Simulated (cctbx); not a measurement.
## Diagnosing a refinement

Cell a = 3.7330 Å, b = 3.7330 Å, c = 31.2430 Å, α = 90.00°, β = 90.00°, γ = 120.00°; space group R-3m (no. 166).

Simulated single-crystal data (cctbx): Ag Kα, λ = 0.56087 Å, to d = 0.77 Å, 80 % of the full sphere, strongest reflection 20000 counts, noise from counting, a 3 % proportional error and a noise floor of 2 counts (s.d.); no absorption.

An anisotropic refinement with weights 1/σ² prints:

```text
Rint 0.026, 23 unique reflections to 1.61 A
cycle     R1     wR2    GooF  max shift (A)
   1  0.0089  0.0188   1.346   0.00273
   2  0.0040  0.0098   0.698   0.00000
final R1 0.0040 wR2 0.0098 GooF 0.698  parameters 13  data/parameter 1.8
atom        x        y        z      Ueq    occ   su(xyz)  su(Uiso or U11)
As1    0.00000  0.00000  0.00000   0.0077  1.000  0.00000  0.0013
As2    0.66667  0.33333  0.10114   0.0078  1.000  0.00004  0.0012
Zn1    0.66667  0.33333  0.03137   0.0040  1.000  0.00005  0.0015
Zn2    0.66667  0.33333  0.24846   0.0067  1.000  0.00005  0.0014
Li1    0.33333  0.66667  0.16667  -0.0245  1.000  0.00000  0.0188  NPD
difference map: max 0.05 min -0.11 rms 0.03
Q1    0.0594  0.5297  0.0445   18    0.05  1.33 A from Zn1
Q2    0.0238  0.3969  0.1323   36    0.04  1.53 A from Li1
Q3    0.0908  0.1817  0.6227   18    0.04  1.97 A from Zn1
Q4    0.0400  0.5200  0.4568   18    0.04  1.18 A from As2
Q5    0.1305  0.2610  0.7066   18    0.02  0.89 A from Zn1
```

**Question.** Can this result stand? If not, what is the likely fault?

Mend it. The fault: data cut at low resolution. Against the right model at the same level, R1 goes from 0.0074 to 0.0040 and GooF from 0.91 to 0.70 and Li1 goes non-positive-definite. The atoms are right, but there are too few data for the parameters: R1 flatters and the s.u.s grow. Data per parameter fall from 11.2 to 1.8.

The compound is LiZn4As3. The right model at the same level gives:

```text
Rint 0.027, 146 unique reflections to 0.78 A
cycle     R1     wR2    GooF  max shift (A)
   1  0.0136  0.0332   1.689   0.00043
   2  0.0074  0.0180   0.913   0.00000
final R1 0.0074 wR2 0.0180 GooF 0.913  parameters 13  data/parameter 11.2
atom        x        y        z      Ueq    occ   su(xyz)  su(Uiso or U11)
As1    0.00000  0.00000  0.00000   0.0083  1.000  0.00000  0.0001
As2    0.66667  0.33333  0.10119   0.0086  1.000  0.00001  0.0001
Zn1    0.66667  0.33333  0.03129   0.0057  1.000  0.00001  0.0001
Zn2    0.66667  0.33333  0.24850   0.0074  1.000  0.00001  0.0001
Li1    0.33333  0.66667  0.16667   0.0173  1.000  0.00000  0.0029
difference map: max 0.41 min -0.37 rms 0.09
Q1    0.0000  0.0000  0.4506    6    0.41  1.54 A from Li1
Q2    0.0000  0.5000  0.0000    9    0.38  1.46 A from Zn1
Q3    0.0000  0.0000  0.3824    6    0.38  2.23 A from Zn1
Q4    0.0000  0.0000  0.0630    6    0.27  0.68 A from Zn2
Q5    0.0000  0.0000  0.1894    6    0.26  1.34 A from As2
Q6    0.0000  0.0000  0.3228    6    0.26  0.65 A from Zn1
```

The model was made for the exercise: a known structure type with other elements put in, its volume estimated, not relaxed; displacement parameters are assumed.

[Middle refinement cycles are left out of these outputs.]

[Logs are printed without paths, hosts, clocks, repeated set-up lines and the standing remarks that a program may print on its own settings, such as how far it seeks lower states.]
